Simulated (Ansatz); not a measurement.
# A hypothetical structure for Li2ScBr4

This structure for Li2ScBr4 is made up. Its elements were placed in a known structure type with a cell scaled to their sizes. What cell does the guess relax to, and how far off was it?

Calculated with Ansatz 0.2.0; DFT, PBE, plane-wave PAW, files of the set soft_1, scalar-relativistic, no spin, cell and ions relaxed at zero pressure; PAW set soft_1, in the first sound run; inputs show where later runs differ.

## Step 1: Starting point

It takes space group I4/mmm (No. 139, tetragonal). Conventional cell: a = 5.679 Å, b = 5.679 Å, c = 11.780 Å, α = 90.00°, β = 90.00°, γ = 90.00°. Br has 2 Sc at 2.84 Å and 2 Li at 2.94 Å nearest. Br has 1 Sc at 2.79 Å and 4 Li at 2.84 Å nearest. Nearest to Sc lie 6 Br at 2.79 to 2.84 Å. Nearest to Li lie 6 Br at 2.84 to 2.94 Å. Farther neighbours and most contacts between anions are not listed.

## Step 2: Relaxation of the guess

The guess takes its coordinates from another compound and its volume from a rule, so the cell and any free coordinates are relaxed together.

input.yaml

```yaml
crystal:
  lattice:
    - [-2.8395, 2.8395, 5.89]
    - [2.8395, -2.8395, 5.89]
    - [2.8395, 2.8395, -5.89]
  atoms:
    - { symbol: Br, position: [0.5, 0.0, 0.5] }
    - { symbol: Br, position: [0.0, 0.5, 0.5] }
    - { symbol: Br, position: [0.2368, 0.2368, 0.0] }
    - { symbol: Br, position: [0.7632, 0.7632, 0.0] }
    - { symbol: Sc, position: [0.0, 0.0, 0.0] }
    - { symbol: Li, position: [0.75, 0.25, 0.5] }
    - { symbol: Li, position: [0.25, 0.75, 0.5] }
kpoints:
  mp_grid: { grid: [7, 7, 7] }
scf:
  occupations: { method: fermi_dirac, width: 0.05 }
hamiltonian:
  xc: pbe
  pseudopotentials: { kind: paw, azcp: { folder: soft_1 } }
relax:
  f_tol: 0.015
  max_steps: 70
  cell: {}
output:
  forces: true
  stress: true
```

On the command line:

```
$ ansatz run input.yaml --threads 4 --pin off --max-ram 10240MiB --backend cpu --events-out ev --progress --plain --runs-dir out
```

Numbers of over 12 decimals in the logs are rounded to 6 here.

The log of the run:

```text
Engine: ansatz 0.2.0, x86_64-unknown-linux-gnu
Pseudopotentials: kind: paw
Pseudopotential: Br, paw, valence charge 7, recommended cutoff 420 eV (normal), soft_1/Br.paw.azcp
Pseudopotential: Sc, paw, valence charge 11, recommended cutoff 420 eV (normal), soft_1/Sc.paw.azcp
Pseudopotential: Li, paw, valence charge 3, recommended cutoff 420 eV (normal), soft_1/Li.paw.azcp
Functional definition: PBE
  parameter kappa = 0.804
  parameter beta = 0.066725
  exchange = pbe_x(kappa = kappa, mu = beta*pi^2/3)
  correlation = pbe_c(beta = beta)
Crystal: 7 atoms, lattice volume = 189.959 Å³
Basis set: ecut = 420 eV, 3691 PW (Γ), exchange–correlation on 96×96×96 points (8 copies of the dense FFT grid, shifted against one another)
Bands: 30, of which v1, the nominal top of the filled ones, is band 23 counted from 1 (22 counted from 0)
Symmetry: 16 space group operations
Space group: I4/mmm (ITA 139), of the structure as read, at distance tolerance 5.7e-5 Å
k-points: 40 of 343
Non-local potential: Br, projectors of the file, l = 0: 2, l = 1: 2, l = 2: 2
Non-local potential: Sc, projectors of the file, l = 0: 3, l = 1: 2, l = 2: 3, l = 3: 1
Non-local potential: Li, projectors of the file, l = 0: 3, l = 1: 2, l = 2: 1
PAW form: soft (Blöchl's): semilocal exchange-correlation on the pseudo side does not see the compensation charge
PAW one-centre angular grid: Br, 110 points (default); XC on 64 Gauss nodes
PAW one-centre angular grid: Sc, 590 points (default); XC on 64 Gauss nodes
PAW one-centre angular grid: Li, 110 points (default); XC on 96 Gauss nodes
Initial density: superposition of atomic densities (chi_scale 0.1, normalization cell, long waves kept (reshape's long-wave potential 0.01 eV rms))
Initial wavefunctions: pseudopotential atomic-orbital guess
Functional: x = pbe(κ = 0.804, μ = 0.219515), c = pbe(β = 0.066725)
SCF iter   1: F=—  HF=-13692.184065 eV  |F-HF|=—  |Δ(HF+E_count)|=         —  Δρ=9.61e-2  dr2=3.77e1  ethr=3.10e-3  ⟨swp⟩=8.3  Hψ=5847  notcnv=0
preconditioner: auto → LDOS  [metal: Δε(μ)=0.010 eV  Ē_g=7.222 eV  σ=0.050 eV  W_gap=0.05  n_scr=32 (ndim 8)  ℏωp=15.5 eV  f_vac=0.013  D(μ)=10.33/eV (n_scr^D=104)  β→1.0]
SCF iter   2: F=—  HF=-13689.345861 eV  |F-HF|=—  |Δ(HF+E_count)|=    2.84e0  Δρ=4.89e-2  dr2=7.18e0  ethr=3.10e-3  ⟨swp⟩=3.1  Hψ=2723  notcnv=0  defer=4
SCF iter   3: F=—  HF=-13688.962975 eV  |F-HF|=—  |Δ(HF+E_count)|=   3.83e-1  Δρ=3.44e-2  dr2=4.74e0  ethr=3.10e-3  ⟨swp⟩=2.1  Hψ=2337  notcnv=0  defer=4
SCF iter   4: F=—  HF=-13688.446020 eV  |F-HF|=—  |Δ(HF+E_count)|=   5.17e-1  Δρ=2.45e-2  dr2=1.95e0  ethr=3.10e-3  ⟨swp⟩=2.3  Hψ=1792  notcnv=0  defer=4
SCF iter   5: F=—  HF=-13688.090052 eV  |F-HF|=—  |Δ(HF+E_count)|=   3.56e-1  Δρ=1.06e-2  dr2=4.53e-1  ethr=3.10e-3  ⟨swp⟩=2.1  Hψ=1606  notcnv=0  defer=4
SCF iter   6: F=—  HF=-13687.991678 eV  |F-HF|=—  |Δ(HF+E_count)|=   9.84e-2  Δρ=3.97e-3  dr2=6.98e-2  ethr=1.01e-3  ⟨swp⟩=2.3  Hψ=1608  notcnv=0  defer=4
SCF iter   7: F=—  HF=-13687.975294 eV  |F-HF|=—  |Δ(HF+E_count)|=   1.64e-2  Δρ=5.79e-4  dr2=5.83e-4  ethr=1.55e-4  ⟨swp⟩=2.8  Hψ=2157  notcnv=0  defer=3
SCF iter   8: F=—  HF=-13687.975297 eV  |F-HF|=—  |Δ(HF+E_count)|=   2.63e-6  Δρ=1.78e-4  dr2=1.02e-4  ethr=1.30e-6  ⟨swp⟩=2.1  Hψ=2292  notcnv=0  defer=3
SCF iter   9: F=—  HF=-13687.975291 eV  |F-HF|=—  |Δ(HF+E_count)|=   6.01e-6  Δρ=5.78e-5  dr2=9.99e-6  ethr=2.27e-7  ⟨swp⟩=2.2  Hψ=1862  notcnv=0  defer=3
SCF iter  10: F=—  HF=-13687.975299 eV  |F-HF|=—  |Δ(HF+E_count)|=   7.78e-6  Δρ=1.12e-5  dr2=1.97e-7  ethr=2.22e-8  ⟨swp⟩=2.0  Hψ=2047  notcnv=0  defer=3
SCF iter  11: F=-13687.975299 eV  HF=-13687.975299 eV  |F-HF|=4.69e-10  |Δ(HF+E_count)|=   1.05e-7  Δρ=1.98e-6  dr2=1.12e-8  ethr=2.22e-10  ⟨swp⟩=4.2  Hψ=3961  notcnv=0
SCF 1 converged in 11 iterations: F = -13687.975299 eV  dr2 = 1.12e-8
  greatest PAW one-centre occupation: 1.000 electrons in one spin orbital (limit 2), on the Li atom at site 6 (counted from 0), in its partial waves of l = 0
relax step   1: F+E_penalty+E_count = -13687.97529882 eV  Δ(F+E_penalty+E_count) = +0.000e0 eV  max|allowed force component| = 9.695e-2 eV/Å  Δτ_max = 0.0000 Å  P = -2.394 GPa  Ω = 189.959 Å³  (11 SCF iters, dr2 threshold 1.00e-7 eV, accepted)
Crystal: 7 atoms, lattice volume = 170.410 Å³
Basis set: ecut = 420 eV, 3323 PW (Γ), exchange–correlation on 96×96×96 points (8 copies of the dense FFT grid, shifted against one another)
Initial density: handed on by an earlier stage of this run
Initial wavefunctions: those handed on with the density
iter 1 solved again at ethr=3.79e-4 eV; its pass at ethr=3.10e-3 eV (dr2=1.71e-1 eV) is discarded
SCF iter   1: F=—  HF=-13688.180886 eV  |F-HF|=—  |Δ(HF+E_count)|=         —  Δρ=5.68e-3  dr2=1.70e-1  ethr=3.79e-4  ⟨swp⟩=1.0  Hψ=6271  notcnv=0
preconditioner: auto → LDOS  [metal: Δε(μ)=0.008 eV  Ē_g=6.758 eV  σ=0.050 eV  W_gap=0.04  n_scr=30 (ndim 8)  ℏωp=14.2 eV  f_vac=0.015  D(μ)=6.21/eV (n_scr^D=44)  β→1.0]
SCF iter   2: F=—  HF=-13688.142974 eV  |F-HF|=—  |Δ(HF+E_count)|=   3.79e-2  Δρ=4.40e-3  dr2=4.92e-2  ethr=3.78e-4  ⟨swp⟩=2.0  Hψ=2000  notcnv=0
SCF iter   3: F=—  HF=-13688.136970 eV  |F-HF|=—  |Δ(HF+E_count)|=   6.00e-3  Δρ=3.02e-3  dr2=3.45e-2  ethr=1.09e-4  ⟨swp⟩=2.0  Hψ=2270  notcnv=0  defer=11
SCF iter   4: F=—  HF=-13688.130384 eV  |F-HF|=—  |Δ(HF+E_count)|=   6.59e-3  Δρ=1.58e-3  dr2=7.03e-3  ethr=7.67e-5  ⟨swp⟩=2.2  Hψ=1820  notcnv=0  defer=11
SCF iter   5: F=—  HF=-13688.129085 eV  |F-HF|=—  |Δ(HF+E_count)|=   1.30e-3  Δρ=3.12e-4  dr2=1.31e-4  ethr=1.56e-5  ⟨swp⟩=2.0  Hψ=2183  notcnv=0  defer=11
SCF iter   6: F=—  HF=-13688.129152 eV  |F-HF|=—  |Δ(HF+E_count)|=   6.73e-5  Δρ=6.35e-5  dr2=7.79e-6  ethr=2.90e-7  ⟨swp⟩=2.0  Hψ=2019  notcnv=0  defer=11
SCF iter   7: F=-13688.129158 eV  HF=-13688.129158 eV  |F-HF|=4.65e-7  |Δ(HF+E_count)|=   5.84e-6  Δρ=1.74e-5  dr2=4.43e-7  ethr=1.56e-9  ⟨swp⟩=3.0  Hψ=5071  notcnv=0
SCF 2 converged in 7 iterations: F = -13688.129158 eV  dr2 = 4.43e-7
relax step   2: F+E_penalty+E_count = -13688.12915833 eV  Δ(F+E_penalty+E_count) = -1.539e-1 eV  max|allowed force component| = 1.781e-1 eV/Å  Δτ_max = 0.0195 Å  P = +0.265 GPa  Ω = 170.410 Å³  energy of the carried Pulay correction = +6.253e-4 eV  (7 SCF iters, dr2 threshold 7.00e-7 eV, accepted)
Crystal: 7 atoms, lattice volume = 169.356 Å³
Basis set: ecut = 420 eV, 3283 PW (Γ), exchange–correlation on 96×96×96 points (8 copies of the dense FFT grid, shifted against one another)
iter 1 solved again at ethr=7.05e-6 eV; its pass at ethr=3.10e-3 eV (dr2=3.17e-3 eV) is discarded
SCF iter   1: F=—  HF=-13688.134247 eV  |F-HF|=—  |Δ(HF+E_count)|=         —  Δρ=1.18e-3  dr2=3.04e-3  ethr=7.05e-6  ⟨swp⟩=2.4  Hψ=6021  notcnv=0
preconditioner: auto → LDOS  [metal: Δε(μ)=0.009 eV  Ē_g=6.957 eV  σ=0.050 eV  W_gap=0.04  n_scr=30 (ndim 8)  ℏωp=14.3 eV  f_vac=0.016  D(μ)=5.67/eV (n_scr^D=36)  β→1.0]
SCF iter   2: F=—  HF=-13688.133797 eV  |F-HF|=—  |Δ(HF+E_count)|=   4.50e-4  Δρ=4.35e-4  dr2=5.81e-4  ethr=6.77e-6  ⟨swp⟩=2.0  Hψ=1641  notcnv=0
SCF iter   3: F=—  HF=-13688.133720 eV  |F-HF|=—  |Δ(HF+E_count)|=   7.71e-5  Δρ=2.78e-4  dr2=2.28e-4  ethr=1.29e-6  ⟨swp⟩=2.0  Hψ=1753  notcnv=0
SCF iter   4: F=—  HF=-13688.133680 eV  |F-HF|=—  |Δ(HF+E_count)|=   3.98e-5  Δρ=1.88e-4  dr2=1.18e-4  ethr=5.06e-7  ⟨swp⟩=2.1  Hψ=1621  notcnv=0
SCF iter   5: F=—  HF=-13688.133658 eV  |F-HF|=—  |Δ(HF+E_count)|=   2.22e-5  Δρ=7.09e-5  dr2=1.14e-5  ethr=2.62e-7  ⟨swp⟩=2.2  Hψ=1560  notcnv=0
SCF iter   6: F=-13688.133655 eV  HF=-13688.133655 eV  |F-HF|=5.57e-9  |Δ(HF+E_count)|=   2.31e-6  Δρ=1.87e-5  dr2=6.65e-7  ethr=1.56e-9  ⟨swp⟩=3.1  Hψ=4984  notcnv=0
SCF 3 converged in 6 iterations: F = -13688.133655 eV  dr2 = 6.65e-7
relax step   3: F+E_penalty+E_count = -13688.13365528 eV  Δ(F+E_penalty+E_count) = -4.497e-3 eV  max|allowed force component| = 8.791e-2 eV/Å  Δτ_max = 0.0714 Å  P = -0.013 GPa  Ω = 169.356 Å³  energy of the carried Pulay correction = +6.610e-4 eV  (6 SCF iters, dr2 threshold 7.00e-7 eV, accepted)
Crystal: 7 atoms, lattice volume = 170.397 Å³
iter 1 solved again at ethr=1.00e-6 eV; its pass at ethr=3.10e-3 eV (dr2=4.50e-4 eV) is discarded
SCF iter   1: F=—  HF=-13688.135942 eV  |F-HF|=—  |Δ(HF+E_count)|=         —  Δρ=4.62e-4  dr2=4.31e-4  ethr=1.00e-6  ⟨swp⟩=2.7  Hψ=6263  notcnv=0
preconditioner: auto → LDOS  [metal: Δε(μ)=0.008 eV  Ē_g=6.946 eV  σ=0.050 eV  W_gap=0.04  n_scr=30 (ndim 8)  ℏωp=14.2 eV  f_vac=0.017  D(μ)=5.77/eV (n_scr^D=36)  β→1.0]
SCF iter   2: F=—  HF=-13688.135863 eV  |F-HF|=—  |Δ(HF+E_count)|=   7.99e-5  Δρ=1.68e-4  dr2=6.38e-5  ethr=9.57e-7  ⟨swp⟩=2.0  Hψ=1798  notcnv=0
SCF iter   3: F=—  HF=-13688.135850 eV  |F-HF|=—  |Δ(HF+E_count)|=   1.26e-5  Δρ=5.99e-5  dr2=1.09e-5  ethr=1.42e-7  ⟨swp⟩=2.0  Hψ=1872  notcnv=0
SCF iter   4: F=—  HF=-13688.135848 eV  |F-HF|=—  |Δ(HF+E_count)|=   2.20e-6  Δρ=1.93e-5  dr2=1.22e-6  ethr=2.43e-8  ⟨swp⟩=2.0  Hψ=1673  notcnv=0
SCF iter   5: F=-13688.135848 eV  HF=-13688.135848 eV  |F-HF|=1.31e-7  |Δ(HF+E_count)|=   8.30e-8  Δρ=8.08e-6  dr2=2.01e-7  ethr=1.07e-9  ⟨swp⟩=4.0  Hψ=3759  notcnv=0
SCF 4 converged in 5 iterations: F = -13688.135848 eV  dr2 = 2.01e-7
relax step   4: F+E_penalty+E_count = -13688.13584756 eV  Δ(F+E_penalty+E_count) = -2.192e-3 eV  max|allowed force component| = 4.873e-3 eV/Å  Δτ_max = 0.0285 Å  P = -0.026 GPa  Ω = 170.397 Å³  energy of the carried Pulay correction = +6.258e-4 eV  (5 SCF iters, dr2 threshold 4.83e-7 eV, accepted)
Initial wavefunctions: pseudopotential atomic-orbital guess (no wavefunctions were taken with the density)
iter 1 solved again at ethr=3.85e-7 eV; its pass at ethr=3.10e-3 eV (dr2=1.73e-4 eV) is discarded
SCF iter   1: F=—  HF=-13688.135182 eV  |F-HF|=—  |Δ(HF+E_count)|=         —  Δρ=4.25e-5  dr2=5.65e-7  ethr=3.85e-7  ⟨swp⟩=3.0  Hψ=8931  notcnv=0
preconditioner: auto → LDOS  [metal: Δε(μ)=0.008 eV  Ē_g=6.945 eV  σ=0.050 eV  W_gap=0.04  n_scr=30 (ndim 8)  ℏωp=14.2 eV  f_vac=0.017  D(μ)=5.78/eV (n_scr^D=36)  β→1.0]
SCF iter   2: F=—  HF=-13688.135219 eV  |F-HF|=—  |Δ(HF+E_count)|=   3.68e-5  Δρ=1.04e-5  dr2=2.59e-7  ethr=1.26e-9  ⟨swp⟩=2.0  Hψ=2128  notcnv=0
SCF iter   3: F=—  HF=-13688.135219 eV  |F-HF|=—  |Δ(HF+E_count)|=   4.08e-8  Δρ=5.99e-6  dr2=1.32e-7  ethr=5.74e-10  ⟨swp⟩=2.4  Hψ=2113  notcnv=0
SCF iter   4: F=—  HF=-13688.135219 eV  |F-HF|=—  |Δ(HF+E_count)|=   1.05e-8  Δρ=4.84e-6  dr2=5.92e-8  ethr=2.94e-10  ⟨swp⟩=2.2  Hψ=1646  notcnv=0
SCF iter   5: F=—  HF=-13688.135219 eV  |F-HF|=—  |Δ(HF+E_count)|=   1.48e-8  Δρ=1.51e-6  dr2=5.84e-9  ethr=1.32e-10  ⟨swp⟩=2.4  Hψ=2079  notcnv=0
SCF iter   6: F=—  HF=-13688.135219 eV  |F-HF|=—  |Δ(HF+E_count)|=   1.23e-9  Δρ=2.60e-7  dr2=1.57e-10  ethr=1.30e-11  ⟨swp⟩=2.0  Hψ=2019  notcnv=0
SCF iter   7: F=-13688.135219 eV  HF=-13688.135219 eV  |F-HF|=5.46e-12  |Δ(HF+E_count)|=  9.28e-11  Δρ=9.52e-8  dr2=1.42e-11  ethr=1.00e-12  ⟨swp⟩=4.3  Hψ=3927  notcnv=0
SCF 5 converged in 7 iterations: F = -13688.135219 eV  dr2 = 1.42e-11
relax step   5: F+E_penalty+E_count = -13688.13521897 eV  Δ(F+E_penalty+E_count) = +6.286e-4 eV  max|allowed force component| = 4.867e-3 eV/Å  Δτ_max = 0.0000 Å  P = -0.026 GPa  Ω = 170.397 Å³  stress off target by 3.25e-2 GPa  SCF on the basis re-selected at this cell (its energy is not comparable with the rows above)  (7 SCF iters)
basis re-selected at this cell: Δ(F+E_penalty+E_count) = +6.286e-4 eV, ΔP = +0.000 GPa vs the last step (what re-selecting the basis moved, of the pressure what is left beyond the Pulay correction that the steps carried, after the strain that the cell walked since its last selection, with what the two solves' SCF thresholds leave and, on support functions, any second-order correction that the steps lacked; it is no m [...]
SCF converged after 7 iterations
Free energy (F): -13688.135219 eV
Harris-Foulkes:  -13688.135219 eV  (|F-HF|=5.46e-12)
Internal energy: -13688.089381 eV  (E = F + TS)
E sigma→0 (E₀):  -13688.112300 eV
Entropy (-TS):   -0.045838 eV (-6.548 meV/atom)
Fermi energy:    6.773417 eV
--- Per-component energies (eV) ---
  E_band       = -443.532454
  E_kinetic    = 769.410475
  E_local      = -2193.538652  (includes V_loc(G=0)·N_el)
  E_nonlocal   = 310.606427
  E_hartree    = 733.181683
  E_xc         = -893.136820
  E_vxc        = -566.395388  (∫ρ·V_xc dr)
  E_paw        = -10294.259668  (= ΣΔE_a)
  E_vpaw       = -229.979287  (= ΣTr[D̂ρ^β])
  E_aug_tail   = 0.000552  (compensation charges beyond the density's cutoff)
  E_ewald      = -2120.353378
  E_smearing   = -0.045838  (= −TS)
  E_closure    = -0.000000  (closes the sum)
  Σ components = -13688.135219   (vs F -13688.135219, Δ=0.00e0)
--- Forces (eV/Å), atoms counted from 1 ---
  atom   1  Br     0.00000000     0.00000000     0.00000000
  atom   2  Br     0.00000000     0.00000000     0.00000000
  atom   3  Br     0.00000000     0.00000000    -0.00486735
  atom   4  Br    -0.00000000     0.00000000     0.00486735
  atom   5  Sc    -0.00000000     0.00000000    -0.00000000
  atom   6  Li    -0.00000000    -0.00000000     0.00000000
  atom   7  Li     0.00000000    -0.00000000     0.00000000
  max |Σ_I F_I| component: 1.27e-18 eV/Å
--- Stress (GPa, compression-positive) ---
       -0.032456       0.000000      -0.000000
        0.000000      -0.032456      -0.000000
       -0.000000       0.000000      -0.014006
  P = ⅓ Tr σ = -0.0263 GPa (-0.263 kbar)
--- Relaxed structure (4 steps of the walk, 4 accepted, 1 SCFs on fresh bases) ---
  F+E_penalty+E_count = -13688.13521897 eV   max|allowed force component| = 4.867e-3 eV/Å   (the final SCF, on the basis selected at the relaxed cell)
  cell:  # Å, volume = 170.3970 Å³
    - [-2.732104, 2.732104, 5.706997]
    - [2.732104, -2.732104, 5.706997]
    - [2.732104, 2.732104, -5.706997]
  atoms:
    - { symbol: Br, position: [0.5, 0, 0.5] }
    - { symbol: Br, position: [0, 0.5, 0.5] }
    - { symbol: Br, position: [0.242093, 0.242093, 0] }
    - { symbol: Br, position: [0.757907, 0.757907, 0] }
    - { symbol: Sc, position: [0, 0, 0] }
    - { symbol: Li, position: [0.75, 0.250000, 0.5] }
    - { symbol: Li, position: [0.250000, 0.75, 0.5] }
```

It took 8.5 s on 4 threads of Intel Xeon 6975P-C (Granite Rapids), shared host; peak memory 0.69 GiB; 30 s of CPU time.

This run has no spin polarisation although its electron count is odd.

Relaxation path:

| step | energy less that of the first step (eV) | largest force component (eV/Å) | pressure (GPa) | volume (Å³) |
| --- | --- | --- | --- | --- |
| 1 | 0.0000 | 0.0969 | -2.39 | 189.96 |
| 2 | -0.1539 | 0.1781 | 0.27 | 170.41 |
| 3 | -0.1584 | 0.0879 | -0.01 | 169.36 |
| 4 | -0.1605 | 0.0049 | -0.03 | 170.40 |
| 5* | -0.1599 | 0.0049 | -0.03 | 170.40 |

Relaxation steps marked * repeat the geometry before them on a plane-wave basis chosen anew for their cell, so energy and pressure can jump there.

Forces are held to the 16 operations that the run works with; a distortion that breaks them can't arise in this run.

```csv
"conventional cell, symmetrised",before,after,change
a (Å),5.679,5.464,-3.8 %
b (Å),5.679,5.464,-3.8 %
c (Å),11.780,11.414,-3.1 %
volume (Å³/atom),27.14,24.34,-10.3 %
```

The atoms that moved most (Å, as changes of fractional coordinates times the final cell):

```csv
atom,dx,dy,dz,length
Br3,0.000,0.000,0.060,0.060
Br4,0.000,0.000,-0.060,0.060
```

The relaxed structure:

```cif
data_structure
_symmetry_space_group_name_H-M 'P 1'
_symmetry_Int_Tables_number 1
_cell_length_a 6.8919
_cell_length_b 6.8919
_cell_length_c 6.8919
_cell_angle_alpha 133.291
_cell_angle_beta 133.291
_cell_angle_gamma 68.198
_cell_volume 170.40
loop_
_atom_site_label
_atom_site_type_symbol
_atom_site_fract_x
_atom_site_fract_y
_atom_site_fract_z
_atom_site_occupancy
Br1 Br 0.50000 0.00000 0.50000 1
Br2 Br 0.00000 0.50000 0.50000 1
Br3 Br 0.24209 0.24209 0.00000 1
Br4 Br 0.75791 0.75791 0.00000 1
Sc5 Sc 0.00000 0.00000 0.00000 1
Li6 Li 0.75000 0.25000 0.50000 1
Li7 Li 0.25000 0.75000 0.50000 1
```

This step gave:

```yaml
free_energy: -13688.1352 eV
energy_at_zero_smearing: -13688.1123 eV
smearing_term_ts: 0.04584 eV
fermi_energy: 6.773 eV
electrons: 45
symmetry_operations: 16
pressure: -0.02631 GPa
```

The shortest distance of each pair, which need not be the same contact before and after:

| pair | guess (Å) | relaxed (Å) |
| --- | --- | --- |
| Br–Sc | 2.790 | 2.732 |
| Br–Li | 2.844 | 2.734 |
| Br–Br | 3.980 | 3.864 |
| Li–Li | 4.016 | 3.864 |
| Li–Sc | 4.091 | 3.951 |

The relaxation ends with a largest force component of 0.0049 eV/Å and a pressure of -0.03 GPa.

(Continued in part 2 of 2.)

[Logs are printed without paths, hosts, clocks, repeated set-up lines and the standing remarks that a program may print on its own settings, such as how far it seeks lower states.]

[Hosts, paths, dates, database ids (printed as entryN), source tags and the programs' standing remarks are cut or masked in the printed files.]
